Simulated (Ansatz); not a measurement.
# Ba on Ir(111): change of the work function, part 4 of 5

How does Ba on the fcc site change the work function of Ir(111) as the layer fills?

Ansatz 0.2.0; plane-wave DFT, PBEsol, Ansatz PAW.

So far, work function, upper face (eV): step 2 (the clean slab) 5.60; step 3 (37 atoms, coverage 0.111 ML, cell 3x3) 2.09; step 4 (17 atoms, coverage 0.25 ML, cell 2x2) 1.92.

## (6) The slab at 0.25 ML, atoms frozen

This step: plane-wave DFT, PBEsol, Ansatz PAW (Ansatz 0.2.0).

To see where the charge goes, the covered slab, the bare substrate and the adsorbate layer are each run at the same frozen positions and on the same grid.

Contents of input.yaml:

```yaml
crystal:
  lattice:
    - [5.4305800796, 0.0, 0.0]
    - [2.7152900398, 4.7030203062, 0.0]
    - [0.0, 0.0, 27.9531835889]
  atoms:
    - { symbol: Ir, position: [0.0, 0.0, 0.3219669048] }
    - { symbol: Ir, position: [0.1666666667, 0.1666666667, 0.4012789813] }
    - { symbol: Ir, position: [0.3334793884, 0.3334793884, 0.4797988866] }
    - { symbol: Ir, position: [-0.0029681132, -0.0029681132, 0.5574058557] }
    - { symbol: Ir, position: [0.0, 0.5, 0.3219669048] }
    - { symbol: Ir, position: [0.1666666667, 0.6666666667, 0.4012789813] }
    - { symbol: Ir, position: [0.3334793884, 0.8330412233, 0.4797988866] }
    - { symbol: Ir, position: [-0.0029681132, 0.5059362265, 0.5574058557] }
    - { symbol: Ir, position: [0.5, 0.0, 0.3219669048] }
    - { symbol: Ir, position: [0.6666666667, 0.1666666667, 0.4012789813] }
    - { symbol: Ir, position: [0.8330412233, 0.3334793884, 0.4797988866] }
    - { symbol: Ir, position: [0.5059362265, -0.0029681132, 0.5574058557] }
    - { symbol: Ir, position: [0.5, 0.5, 0.3219669048] }
    - { symbol: Ir, position: [0.6666666667, 0.6666666667, 0.4012789813] }
    - { symbol: Ir, position: [0.8333333333, 0.8333333333, 0.4775233892] }
    - { symbol: Ir, position: [0.5, 0.5, 0.5591202647] }
    - { symbol: Ba, position: [0.1666666667, 0.1666666667, 0.6484526523] }
kpoints:
  mp_grid: { grid: [7, 7, 1] }
hamiltonian:
  xc: pbesol
scf:
  occupations: { method: fermi_dirac, width: 0.1 }
  convergence: { dr2_threshold: 1.0e-08 }
efield:
  axis: 3
  dipole_correction: true
  ramp_position: 0.97
  ramp_width: 0.06
output:
  write_potential: true
  write_density: true
  volumetric_format: npy
```

Command:

```
$ ansatz run input.yaml --threads 4 --pin off --max-ram 12288MiB --backend cpu --events-out ev --progress --plain --runs-dir out
```

Numbers of over 12 decimals in the logs are rounded to 6 here.

The log of the run:

```text
[...]
Crystal: 17 atoms, lattice volume = 713.928 Å³
Basis set: ecut = 420 eV, 13875 PW (Γ)
Bands: 170, of which v1, the nominal top of the filled ones, is band 141 counted from 1 (140 counted from 0)
Symmetry: 6 space group operations
[...]
k-points: 8 of 49 (time reversal used)
[...]
SCF iter   1: F=—  HF=-194641.480199 eV  |F-HF|=—  |Δ(HF+E_count)|=         —  Δρ=9.52e-3  dr2=5.53e0  ethr=1.77e-3  p=0.523 e·Å  D=1.32e-1 V/Å  ΔV_dip=-3.70 eV  dr2_dipole=3.51e-2  V_vac-E_F(+/−)=1.53/5.23 eV  ⟨swp⟩=9.8  Hψ=6602  notcnv=0  defer=5
[...]
SCF iter  13: F=-194641.321904 eV  HF=-194641.321904 eV  |F-HF|=2.21e-9  |Δ(HF+E_count)|=  2.62e-10  Δρ=2.75e-7  dr2=1.03e-9  ethr=3.55e-12  p=0.523 e·Å  D=1.32e-1 V/Å  ΔV_dip=-3.70 eV  dr2_dipole=1.11e-10  V_vac-E_F(+/−)=1.92/5.63 eV  ⟨swp⟩=13.1  Hψ=5019  notcnv=0
SCF 1 converged in 13 iterations: F = -194641.321904 eV  dr2 = 1.03e-9
[...]
SCF converged after 13 iterations
Free energy (F): -194641.321904 eV
[...]
Internal energy: -194640.702594 eV  (E = F + TS)
E sigma→0 (E₀):  -194641.012249 eV
Entropy (-TS):   -0.619310 eV (-36.430 meV/atom)
Fermi energy:    6.373084 eV
Dipole field:    D = 0.132489 V/Å  (p = 0.522725 e·Å, saw-weighted, corrected)
Work function:   Φ+ = 1.9236 eV   Φ− = 5.6271 eV
[...]
--- Band table (eV; the first three rows and the last of 8) ---
  k-point 0: bands = [... 137 lower, 6.9783, 6.9783, 7.0437, 7.1336, 7.1336, 7.2632, 7.2632, 7.3238, ... 25 higher]
  k-point 1: bands = [... 137 lower, 6.6271, 6.7704, 6.8225, 6.8731, 6.9190, 7.0267, 7.0391, 7.0690, ... 25 higher]
  k-point 2: bands = [... 137 lower, 6.0684, 6.0918, 6.1850, 6.3524, 6.4205, 6.5017, 6.5786, 6.5823, ... 25 higher]
  k-point 7: bands = [... 137 lower, 5.8588, 6.0341, 6.0627, 6.1019, 6.1626, 6.3714, 6.3820, 6.5597, ... 25 higher]
```

The job ended after 55 s (4 threads of Arm Neoverse V2, shared host; peak memory 2.7 GiB).

This step gave:

| Item | Value |
| --- | --- |
| work function, upper face | 1.924 eV |
| dipole along the normal | 0.5227 e·Å |
| step between the vacuum levels | -3.704 eV |

The work function of the upper face is 1.92 eV.

## (7) The substrate of the 0.25 ML cell alone

System of this step: Ba/Ir(111), substrate alone, atoms held. The cell holds 16 atoms: 16 Ir. Cell: a = 5.431 Å, b = 5.431 Å, c = 27.953 Å, α = 90.0°, β = 90.0°, γ = 60.0°. Vacuum lies along c.

The second part, atoms unmoved.

input.yaml: that of step 6 with these lines changed.

```diff
@@ -22,3 +22,2 @@
     - { symbol: Ir, position: [0.5, 0.5, 0.5591202647] }
-    - { symbol: Ba, position: [0.1666666667, 0.1666666667, 0.6484526523] }
 kpoints:
```

The log of the run:

```text
[...]
Crystal: 16 atoms, lattice volume = 713.928 Å³
Basis set: ecut = 420 eV, 13875 PW (Γ)
Bands: 164, of which v1, the nominal top of the filled ones, is band 136 counted from 1 (135 counted from 0)
Symmetry: 6 space group operations
[...]
k-points: 8 of 49 (time reversal used)
[...]
SCF iter   1: F=—  HF=-188776.313289 eV  |F-HF|=—  |Δ(HF+E_count)|=         —  Δρ=7.25e-3  dr2=1.90e0  ethr=1.77e-3  p=0.002 e·Å  D=4.13e-4 V/Å  ΔV_dip=-0.01 eV  dr2_dipole=3.42e-2  V_vac-E_F(+/−)=5.29/5.30 eV  ⟨swp⟩=8.8  Hψ=6047  notcnv=0  defer=12
[...]
SCF iter  10: F=-188776.250565 eV  HF=-188776.250565 eV  |F-HF|=2.47e-9  |Δ(HF+E_count)|=   1.31e-9  Δρ=2.49e-7  dr2=4.54e-10  ethr=3.68e-12  p=0.001 e·Å  D=3.17e-4 V/Å  ΔV_dip=-0.01 eV  dr2_dipole=2.69e-13  V_vac-E_F(+/−)=5.63/5.64 eV  ⟨swp⟩=13.5  Hψ=4004  notcnv=0
SCF 1 converged in 10 iterations: F = -188776.250565 eV  dr2 = 4.54e-10
[...]
SCF converged after 10 iterations
Free energy (F): -188776.250565 eV
[...]
Internal energy: -188775.686784 eV  (E = F + TS)
E sigma→0 (E₀):  -188775.968675 eV
Entropy (-TS):   -0.563782 eV (-35.236 meV/atom)
Fermi energy:    4.249255 eV
Dipole field:    D = 0.000316 V/Å  (p = 0.001249 e·Å, saw-weighted, corrected)
Work function:   Φ+ = 5.6326 eV   Φ− = 5.6415 eV
[...]
--- Band table (eV; the first three rows and the last of 8) ---
  k-point 0: bands = [... 132 lower, 4.9370, 4.9370, 4.9457, 5.0770, 5.0770, 5.1825, 5.1825, 5.1982, ... 24 higher]
  k-point 1: bands = [... 132 lower, 4.6619, 4.7869, 4.7935, 4.8100, 4.8164, 4.9280, 4.9776, 4.9839, ... 24 higher]
  k-point 2: bands = [... 132 lower, 3.9889, 4.0026, 4.1201, 4.2019, 4.2439, 4.3796, 4.4173, 4.6102, ... 24 higher]
  k-point 7: bands = [... 132 lower, 3.6913, 3.9898, 4.0144, 4.0838, 4.1124, 4.1365, 4.2799, 4.3067, ... 24 higher]
```

Elapsed: 43 s, on 4 threads; peak memory 2.6 GiB; 2.7 min of CPU time.

This step gave:

* energy at zero smearing: -188775.9687 eV
* work function, upper face: 5.633 eV
* dipole along the normal: 0.001249 e·Å

The work function of the upper face is 5.63 eV.

## (8) The adsorbate layer of the 0.25 ML cell alone

System of this step: Ba/Ir(111), adsorbate layer alone, atoms held. The cell holds 1 atom: 1 Ba. Its edges and angles: a = 5.431 Å, b = 5.431 Å, c = 27.953 Å, α = 90.0°, β = 90.0°, γ = 60.0°. Vacuum lies along c.

The third part; a free layer of atoms may carry a moment, so spin is on.

input.yaml, the sections that differ from step 7:

```yaml
crystal:
  lattice:
    - [5.4305800796, 0.0, 0.0]
    - [2.7152900398, 4.7030203062, 0.0]
    - [0.0, 0.0, 27.9531835889]
  atoms:
    - { symbol: Ba, position: [0.1666666667, 0.1666666667, 0.6484526523], spin: 1.0 }
magnetization:
  spin_polarized: true
# kpoints, hamiltonian, scf, efield, output: as in step 7
```

The log of the run:

```text
[...]
Crystal: 1 atoms, lattice volume = 713.928 Å³
Basis set: ecut = 420 eV, 13875 PW (Γ)
Bands: 10, of which v1, the nominal top of the filled ones, is band 5 counted from 1 (4 counted from 0)
Symmetry: 12 space group operations
k-points: 8 of 49
[...]
Starting moments: Σ|m| = 1 μB on 1 of 1 site
[...]
SCF iter   1: F=—  HF=-5861.348839 eV  |F-HF|=—  |Δ(HF+E_count)|=         —  Δρ=4.84e-3 (↑4.66e-3 ↓4.84e-3)  dr2=3.17e-1  dr2_m=1.35e-1  M=0.187 μB ∫|m|=0.188 μB  β_m=0.30  ethr=2.88e-3  p=0.000 e·Å  D=1.57e-8 V/Å  ΔV_dip=-0.00 eV  dr2_dipole=2.04e-10  V_vac-E_F(+/−)=3.14/3.14 eV  ⟨swp⟩=1.1  Hψ=2360  notcnv=0
[...]
spin=Collinear: LDOS preconditioning applied to the charge; magnetization (m = ρ↑ − ρ↓) channel mixes plain (no charge-response kernel on spin).
SCF iter   2: F=—  HF=-5861.371686 eV  |F-HF|=—  |Δ(HF+E_count)|=   2.28e-2  Δρ=3.50e-3 (↑3.30e-3 ↓3.50e-3)  dr2=1.83e-1  dr2_m=6.84e-2  M=0.155 μB ∫|m|=0.155 μB  β_m=0.30  ethr=2.88e-3  p=0.000 e·Å  D=3.82e-6 V/Å  ΔV_dip=-0.00 eV  dr2_dipole=1.79e-8  V_vac-E_F(+/−)=2.96/2.96 eV  ⟨swp⟩=1.0  Hψ=160  notcnv=0  κ⁻¹=1.0e0(r=1)
[...]
SCF iter   7: F=—  HF=-5861.397823 eV  |F-HF|=—  |Δ(HF+E_count)|=   2.22e-3  Δρ=6.22e-4 (↑6.22e-4 ↓6.18e-4)  dr2=1.16e-5  dr2_m=2.52e-3  M=0.063 μB ∫|m|=0.063 μB  β_m=0.43  ethr=9.54e-7  p=-0.000 e·Å  D=-4.80e-6 V/Å  ΔV_dip=0.00 eV  dr2_dipole=1.13e-10  V_vac-E_F(+/−)=2.40/2.40 eV  ⟨swp⟩=2.0  Hψ=271  notcnv=0
[...]
spin-set hold released at iteration 7 (site moments contracting): the magnetisation degrees of freedom join the quasi-Newton model from the next iteration; the mixer history was flushed
SCF iter   8: F=—  HF=-5861.399409 eV  |F-HF|=—  |Δ(HF+E_count)|=   1.59e-3  Δρ=3.76e-4 (↑3.76e-4 ↓3.72e-4)  dr2=6.70e-6  dr2_m=9.15e-4  M=0.048 μB ∫|m|=0.049 μB  β_m=0.56  ethr=1.16e-7  p=-0.000 e·Å  D=-3.71e-6 V/Å  ΔV_dip=0.00 eV  dr2_dipole=1.10e-10  V_vac-E_F(+/−)=2.40/2.40 eV  ⟨swp⟩=2.1  Hψ=293  notcnv=0
density mixer auto → msr1: a metal under ldos (density of states about μ 2.07 of a free-electron gas's, 16 screened modes)
SCF iter   9: F=—  HF=-5861.400637 eV  |F-HF|=—  |Δ(HF+E_count)|=   1.23e-3  Δρ=3.97e-5 (↑3.97e-5 ↓3.93e-5)  dr2=9.11e-7  dr2_m=1.01e-5  M=0.017 μB ∫|m|=0.019 μB  β_m=0.78  ethr=6.70e-8  p=-0.000 e·Å  D=-7.76e-7 V/Å  ΔV_dip=0.00 eV  dr2_dipole=1.71e-12  V_vac-E_F(+/−)=2.40/2.40 eV  ⟨swp⟩=2.7  Hψ=317  notcnv=0
[...]
SCF iter  15: F=-5861.400744 eV  HF=-5861.400744 eV  |F-HF|=5.64e-11  |Δ(HF+E_count)|=   1.06e-9  Δρ=2.97e-8 (↑2.84e-8 ↓2.97e-8)  dr2=2.72e-11  dr2_m=2.94e-12  M=-0.000 μB ∫|m|=0.000 μB  ethr=1.47e-12  p=0.000 e·Å  D=1.04e-6 V/Å  ΔV_dip=-0.00 eV  dr2_dipole=1.96e-12  V_vac-E_F(+/−)=2.40/2.40 eV  ⟨swp⟩=2.9  Hψ=343  notcnv=0
SCF 1 converged in 15 iterations: F = -5861.400744 eV  dr2 = 2.72e-11
[...]
WARN: the starting moments were not kept: the SCF closed with an absolute magnetisation of 1.3e-5 μB, where they sum to 1 μB in size (1 site). That is at most 0.1 of that sum. Measured as dr2_m measures the in/out step, that magnetisation stands 3.2e-12 eV from none, at or under the dr2_threshold of 1.0e-8 eV: it is no larger than a step whose dr2_m would equal this threshold. The system may hold no moment; this SCF  [...]
[...]
SCF converged after 15 iterations
Magnetization: -0.0000 μB (5.0000 up, 5.0000 down)
Absolute magnetization: 0.0000 μB (∫|ρ↑−ρ↓|, with the PAW one-centre terms)
[...]
Per-site moments (μB) at R_I (Å): [(-4.216828971835012e-6, 2.240114)]
Free energy (F): -5861.400744 eV
[...]
Internal energy: -5861.327707 eV  (E = F + TS)
E sigma→0 (E₀):  -5861.364226 eV
Entropy (-TS):   -0.073037 eV (-73.037 meV/atom)
Fermi energy:    -1.555383 eV
Dipole field:    D = 0.000000 V/Å  (p = 0.000000 e·Å, saw-weighted, corrected)
Work function:   Φ+ = 2.3969 eV   Φ− = 2.3969 eV
[...]
--- Band table (eV; the first three rows and the last of 16) ---
[...]
```

It took 7.9 s on 4 threads; peak memory 0.86 GiB; 27 s of CPU time.

This step gave:

| Quantity | Value |
| --- | --- |
| energy at zero smearing | -5861.3642 eV |
| dipole along the normal | 1.78e-7 e·Å |

At this spacing and smearing the free layer keeps no moment.

## (9) Where the charge went at 0.25 ML

This step: plane-wave DFT, PBEsol, Ansatz PAW; density difference on adsorption (Ansatz 0.2.0).

The densities of the parts are taken from that of the whole and averaged over planes; the first moment of what is left gives the step in the potential.

Numbers from this step:

| Property | Result |
| --- | --- |
| largest charge moved | 0.01425 e/Å² |
| potential step from the moved charge | -3.696 eV |

The electron density difference oscillates, so the rows of the table below give means over windows of 1 Å about each position, cut where the curve ends. Its maxima inside the range that stand out by 2 % of the span (Å: e/Å³): 10.5: 3.9e-4, 13.0: 0.00213, 13.8: 0.00372, 15.0: 0.00148, 15.6: -0.00170, 16.7: 0.0249, 19.2: -9.6e-4. Its minima: 12.5: -7.8e-4, 13.4: -0.00285, 14.6: -0.00353, 15.4: -0.00461, 16.0: -0.00818, 18.1: -0.00942, 19.9: -0.00257.

Planar mean, whole system less its parts. The electron density difference by z; means over each step:

```
z (Å)  electron density difference (e/Å³)
    5                              7.6e-7
    6                              7.3e-6
    7                              3.7e-5
    8                             -9.7e-5
    9                              6.2e-5
   10                             -6.5e-5
   11                              1.1e-4
   12                             -3.2e-4
   13                             -1.5e-5
   14                              1.2e-4
   15                            -0.00184
   16                             0.00114
   17                              0.0148
   18                            -0.00806
   19                            -0.00307
   20                            -0.00223
   21                             -6.8e-4
   22                              1.6e-5
   23                              5.0e-5
   24                              2.1e-5
   25                              6.3e-6
   26                              1.6e-6
```

Planar mean, whole system less its parts. Electrons moved below z against z:

```
z (Å)  electrons moved below z (e/Å²)
    5                          3.3e-7
    6                          3.1e-6
    7                          2.5e-5
    8                          1.9e-5
    9                         -2.2e-5
   10                         -1.5e-4
   11                         -1.2e-5
   12                          1.2e-5
   13                          7.8e-5
   14                          8.1e-4
   15                         -7.8e-4
   16                        -0.00488
   17                          0.0118
   18                         0.00966
   19                         0.00337
   20                         0.00145
   21                          2.4e-5
   22                         -1.1e-4
   23                         -4.6e-5
   24                         -1.5e-5
   25                         -4.0e-6
   26                         -1.1e-6
```

## (10) The same run with other settings

This step: plane-wave DFT, PBEsol, Ansatz PAW (Ansatz 0.2.0).

System of this step: Ba/Ir(111). The cell holds 17 atoms: 16 Ir and 1 Ba. Cell: a = 5.431 Å, b = 5.431 Å, c = 27.953 Å, α = 90.0°, β = 90.0°, γ = 60.0°. Vacuum lies along c.

An input spoilt on purpose, to show how the run answers: it repeats the earlier run at 0.25 ML with efield.amplitude to 0 and efield.dipole_correction from true to false, and scf.max_iter set to 50; its output block differs too.

Contents of input.yaml:

```yaml
crystal:
  lattice:
    - [5.4305800796, 0.0, 0.0]
    - [2.7152900398, 4.7030203062, 0.0]
    - [0.0, 0.0, 27.9531835889]
  atoms:
    - { symbol: Ir, position: [0.0, 0.0, 0.3219669048] }
    - { symbol: Ir, position: [0.1666666667, 0.1666666667, 0.4012789813] }
    - { symbol: Ir, position: [0.3333333333, 0.3333333333, 0.4790991056] }
    - { symbol: Ir, position: [0.0, 0.0, 0.5566378926] }
    - { symbol: Ir, position: [0.0, 0.5, 0.3219669048] }
    - { symbol: Ir, position: [0.1666666667, 0.6666666667, 0.4012789813] }
    - { symbol: Ir, position: [0.3333333333, 0.8333333333, 0.4790991056] }
    - { symbol: Ir, position: [0.0, 0.5, 0.5566378926] }
    - { symbol: Ir, position: [0.5, 0.0, 0.3219669048] }
    - { symbol: Ir, position: [0.6666666667, 0.1666666667, 0.4012789813] }
    - { symbol: Ir, position: [0.8333333333, 0.3333333333, 0.4790991056] }
    - { symbol: Ir, position: [0.5, 0.0, 0.5566378926] }
    - { symbol: Ir, position: [0.5, 0.5, 0.3219669048] }
    - { symbol: Ir, position: [0.6666666667, 0.6666666667, 0.4012789813] }
    - { symbol: Ir, position: [0.8333333333, 0.8333333333, 0.4790991056] }
    - { symbol: Ir, position: [0.5, 0.5, 0.5566378926] }
    - { symbol: Ba, position: [0.1666666667, 0.1666666667, 0.6780330952] }
kpoints:
  mp_grid: { grid: [7, 7, 1] }
hamiltonian:
  xc: pbesol
scf:
  occupations: { method: fermi_dirac, width: 0.1 }
  convergence: { dr2_threshold: 1.0e-08 }
  max_iter: 50
efield:
  axis: 3
  dipole_correction: false
  ramp_position: 0.97
  ramp_width: 0.06
  amplitude: 0
relax:
  f_tol: 0.02
  max_steps: 60
  constraints: [{ sites: [0, 1, 4, 5, 8, 9, 12, 13] }]
output:
  bader: true
  dos: { projected: true, e_range: [-8, 4] }
  write_potential: true
  write_density: true
  volumetric_format: npy
```

The log of the run:

```text
Error: invalid value for `efield.amplitude`: is zero with dipole_correction: false — the section would apply nothing; set a non-zero amplitude, enable dipole_correction, or remove the block
```

It took 0.03 s on 4 threads; peak memory 0.029 GiB.

The program refused the input before any cycle.

The program's message: “Error: invalid value for `efield.amplitude`: is zero with dipole_correction: false — the section would apply nothing; set a non-zero amplitude, enable dipole_correction, or remove the block”

The fault put into the input: a field block that applies nothing.

(Continued in part 5 of 5.)

[Logs are printed without paths, hosts, clocks, repeated set-up lines and the standing remarks that a program may print on its own settings, such as how far it seeks lower states.]

[Hosts, paths, dates, database ids (printed as entryN), source tags and the programs' standing remarks are cut or masked in the printed files.]

[Maps of the electrostatic potential energy from Ansatz leave out the sawtooth potential of an applied field or a dipole correction, so their vacuum need not be flat; planar profiles and work functions include it.]
